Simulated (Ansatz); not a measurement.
# Direct or indirect: NaI (Fm-3m)

```
I Na
1.0
     0.00000    3.23640    3.23640
     3.23640    0.00000    3.23640
     3.23640    3.23640    0.00000
I Na
1 1
Direct
  0.50000 0.50000 0.50000
  0.00000 0.00000 0.00000
```

Method: Ansatz, PBE, independent particles, without spin-orbit coupling, line width 0.1 eV (Gaussian). The band structure gives a fundamental gap of 3.64 eV. The spectrum of vertical transitions near the edge:

| E (eV) | Im ε, E ∥ xyz |
| --- | --- |
| 3.18 | 0.00 |
| 3.30 | 0.00 |
| 3.42 | 0.00 |
| 3.54 | 0.01 |
| 3.66 | 0.15 |
| 3.78 | 0.37 |
| 3.90 | 0.52 |
| 4.02 | 0.63 |
| 4.14 | 0.72 |
| 4.26 | 0.80 |
| 4.38 | 0.88 |
| 4.50 | 0.96 |
| 4.62 | 1.05 |
| 4.74 | 1.15 |
| 4.86 | 1.27 |

Q: Is the gap direct or indirect, and about where do vertical transitions set in?

A: Direct: the band path has its least direct gap at the fundamental one, 3.64 eV, and the curves rise from there. Lines are broadened by 0.1 eV, which spreads the edge.

[Logs are printed without paths, hosts, clocks, repeated set-up lines and the standing remarks that a program may print on its own settings, such as how far it seeks lower states.]
